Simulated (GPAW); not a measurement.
## 3d dopants in WS2: moments across the series

One cation of WS2 is replaced by one 3d element after another. What moment does each carry?

Program: GPAW 26.7.0. Level of theory: PBE; plane waves with GPAW's PAW setups, scalar-relativistic. Results are calculated unless marked as measured.

## (1) The starting structure

The cell holds 27 atoms: 1 V, 18 S and 8 W. Cell: a = 9.459 Å, b = 9.459 Å, c = 16.140 Å, α = 90.0°, β = 90.0°, γ = 120.0°. Model cell: substitutional dopants on the host's lattice, its constants typed without a cited source, atoms not relaxed. Vacuum lies along c.

This is the first member shown.

## (2) The first member

This run shows input and output; the others differ as the table says.

The input, order1.py:

```python
import json
import numpy as np
from ase import Atoms
from ase.parallel import paropen, parprint
from gpaw import GPAW

atoms = Atoms(['V', 'S', 'S', 'W', 'S', 'S', 'W', 'S', 'S', 'W', 'S', 'S', 'W', 'S', 'S', 'W', 'S', 'S', 'W', 'S', 'S', 'W', 'S', 'S', 'W', 'S', 'S'],
    cell=[[9.459, 0.0, 0.0],
         [-4.7295, 8.191734, 0.0],
         [0.0, -0.0, 16.14]],
    scaled_positions=[[0.0, 0.0, 0.5],
         [0.222222, 0.111111, 0.597274],
         [0.222222, 0.111111, 0.402726],
         [0.0, 0.333333, 0.5],
         [0.222222, 0.444444, 0.597274],
         [0.222222, 0.444444, 0.402726],
         [0.0, 0.666667, 0.5],
         [0.222222, 0.777778, 0.597274],
         [0.222222, 0.777778, 0.402726],
         [0.333333, 0.0, 0.5],
         [0.555556, 0.111111, 0.597274],
         [0.555556, 0.111111, 0.402726],
         [0.333333, 0.333333, 0.5],
         [0.555556, 0.444444, 0.597274],
         [0.555556, 0.444444, 0.402726],
         [0.333333, 0.666667, 0.5],
         [0.555556, 0.777778, 0.597274],
         [0.555556, 0.777778, 0.402726],
         [0.666667, 0.0, 0.5],
         [0.888889, 0.111111, 0.597274],
         [0.888889, 0.111111, 0.402726],
         [0.666667, 0.333333, 0.5],
         [0.888889, 0.444444, 0.597274],
         [0.888889, 0.444444, 0.402726],
         [0.666667, 0.666667, 0.5],
         [0.888889, 0.777778, 0.597274],
         [0.888889, 0.777778, 0.402726]],
    pbc=True,
    magmoms=[2.0, 0.0, 0.0, 0.0, 0.0, 0.0, 0.0, 0.0, 0.0, 0.0, 0.0, 0.0, 0.0, 0.0, 0.0, 0.0, 0.0, 0.0, 0.0, 0.0, 0.0, 0.0, 0.0, 0.0, 0.0, 0.0, 0.0])
atoms.calc = GPAW(mode={'name': 'pw', 'ecut': 450},
    xc='PBE',
    kpts={'size': (4, 4, 1), 'gamma': True},
    occupations={'name': 'fermi-dirac', 'width': 0.05},
    convergence={'density': 1e-05, 'energy': 1e-05},
    maxiter=200,
    mixer={'name': 'pulay', 'beta': 0.05, 'nmaxold': 6, 'weight': 50},
    symmetry={'tolerance': 1e-4},
    txt='order1.txt')
e = atoms.get_potential_energy(force_consistent=True)
res = {'free_energy': e, 'energy_sigma0': atoms.get_potential_energy(), 'fermi_energy': atoms.calc.get_fermi_level()}
res['moments'] = atoms.get_magnetic_moments().tolist()
res['total'] = atoms.get_magnetic_moment()
parprint('site moments (muB):', np.round(res['moments'], 3))
parprint(f"total moment: {res['total']:.3f} muB")
parprint(f'free energy: {e:.6f} eV')
atoms.calc.write('order1.gpw')
with paropen('results.json', 'w') as f:
    json.dump(res, f)
```

Run with:

```console
> OMP_NUM_THREADS=1 mpirun -n 4 gpaw python order1.py > order1.log
```

Numbers of over 12 decimals in the logs are rounded to 6 here.

The log of the run:

```text
site moments (muB): [-0.001 -0.    -0.    -0.     0.     0.    -0.     0.     0.    -0.
 -0.    -0.    -0.    -0.    -0.    -0.     0.     0.    -0.    -0.
 -0.    -0.    -0.    -0.    -0.    -0.    -0.   ]
total moment: -0.004 muB
free energy: -196.885204 eV

--- order1.txt ---
Input parameters:
  mode=PW(ecut=450),
  convergence={'density': 1e-05, 'energy': 1e-05},
  kpts=MonkhorstPack(size=(4, 4, 1), gamma=True),
  maxiter=200,
  mixer=Pulay(name='pulay', nmaxold=6, beta=0.05, weight=50, sigma=0.015, g_ss=None),
  occupations=Occupations(name='fermi-dirac', width=0.05),
  symmetry=Symmetry(tolerance=0.0001),
  xc=XC(name='PBE')

Diagonalizing LCAO Hamiltonian
Converting LCAO to pw mode

               S      S       S
                 S       S      S
          W       W       W
                   S       S       S
             W S    W S     W S
               V S     W S    W S

                   S       S       S

Atoms  # Å, Bohr magnetons
|    | symbol |         x |        y |        z |    initial magnetic moments |
|----|--------|-----------|----------|----------|-----------------------------|
|  0 |      V |  0.000000 | 0.000000 | 8.070000 | ( 0.0000,  0.0000,  2.0000) |
|  1 |      S |  1.576498 | 0.910192 | 9.640002 | ( 0.0000,  0.0000,  0.0000) |
|  2 |      S |  1.576498 | 0.910192 | 6.499998 | ( 0.0000,  0.0000,  0.0000) |
|  3 |      W | -1.576498 | 2.730575 | 8.070000 | ( 0.0000,  0.0000,  0.0000) |
|  4 |      S |  0.000000 | 3.640767 | 9.640002 | ( 0.0000,  0.0000,  0.0000) |
|  5 |      S |  0.000000 | 3.640767 | 6.499998 | ( 0.0000,  0.0000,  0.0000) |
[...]
Zero:              0.966757
  External:          0.000000
  Xc:             -180.884575
  Entropy:          -0.085640
  Spinorbit:         0.000000
  ----------------------------
  Free energy:    -196.885204
  Extrapolated:   -196.842384

dipole moment: (-14.886614, -99.191318, 0.000155)  # |e|*Ang

Total magnetic moment: (0.000000, 0.000000, -0.004302)

Local magnetic moments
|        x |        y |         z |
|----------|----------|-----------|
| 0.000000 | 0.000000 | -0.001008 |  # V    0
| 0.000000 | 0.000000 | -0.000034 |  # S    1
| 0.000000 | 0.000000 | -0.000034 |  # S    2
| 0.000000 | 0.000000 | -0.000298 |  # W    3
| 0.000000 | 0.000000 |  0.000005 |  # S    4
[...]
| 0.000000 | 0.000000 | -0.000001 |  # S   23
| 0.000000 | 0.000000 | -0.000298 |  # W   24
| 0.000000 | 0.000000 | -0.000034 |  # S   25
| 0.000000 | 0.000000 | -0.000034 |  # S   26

Fermi level: -0.508
Eigenvalues  # (at kpt = [0.000, 0.000, 0.000])
| band index |      eig [eV] | occ [0-1] |      eig [eV] | occ [0-1] |
|------------|---------------|-----------|---------------|-----------|
|          0 |       -74.314 |     1.000 |       -74.314 |     1.000 |
|        ... |               |           |               |           |
|        106 |        -1.801 |     1.000 |        -1.801 |     1.000 |
|        107 |        -1.801 |     1.000 |        -1.801 |     1.000 |
|        108 |        -1.721 |     1.000 |        -1.722 |     1.000 |
|        109 |        -1.721 |     1.000 |        -1.722 |     1.000 |
[...]
|        119 |         1.728 |     0.000 |         1.727 |     0.000 |
|        120 |         1.728 |     0.000 |         1.727 |     0.000 |
|        121 |         1.876 |     0.000 |         1.876 |     0.000 |
|        ... |               |           |               |           |
|        144 |         3.499 |     0.000 |         3.499 |     0.000 |

No gap
No difference between direct/indirect transitions

[key lines of the parts left out:]
Converged in 61 steps
```

It took 8.6 min on 4 MPI ranks of AMD EPYC 9B45 (Zen 5), shared host; peak memory 3.6 GiB; 35 min of CPU time.

After 61 cycles the seed has died away: no moment is left.

## (3) The series

All use a 4×4×1 mesh. Each dopant starts with a moment; a run without spin polarisation gives the energy that the moment gains.

```
dopant  moment in its sphere (μB)  net moment (μB a cell)  largest moment elsewhere (μB)  gain by spin polarisation (meV)
     V                      -0.00                    0.00                          -0.00                               -0
    Cr                      +0.00                    0.00                          -0.00                               -0
    Mn                      +1.25                    1.00                          -0.01                               77
    Fe                      +1.93                    2.00                          +0.01                              292
    Co                      +1.79                    3.00                          +0.08                              343
    Ni                      +1.27                    3.90                          +0.15                              231
    Cu                      -0.00                    0.01                          +0.00                               -0
```

## (4) What came out

```
largest net moment                  : 3.90 μB (Ni)
within 0.02 of a whole number of μB : Mn 1.00, Fe 2.00, Co 3.00
no settled moment                   : V, Cr, Cu
```

**Reading.** The net moment is largest for Ni, 3.90 μB, and vanishes or is a mere residue for V, Cr and Cu. Mn, Fe and Co give a whole number of μB, as a fixed count of unpaired electrons does. Each dopant had one start, so another spin state can lie lower; in so small a cell the dopant levels widen into bands, and with the smearing this can quench a moment. The atoms were not relaxed, which can shift moments and couplings. Trends hold for the rows shown; the series may have further members. Spin–orbit coupling is left out.

[Logs and program files are shortened in this print: banners, set-up blocks, solver, clock and traceback lines can be left out without a mark of their own.]

[Logs are printed without paths, hosts, clocks, repeated set-up lines and the standing remarks that a program may print on its own settings, such as how far it seeks lower states.]

[Hosts, paths, dates, database ids (printed as entryN), source tags and the programs' standing remarks are cut or masked in the printed files.]

[Where a cell is said to come from a database of computed structures, the database is the Materials Project.]
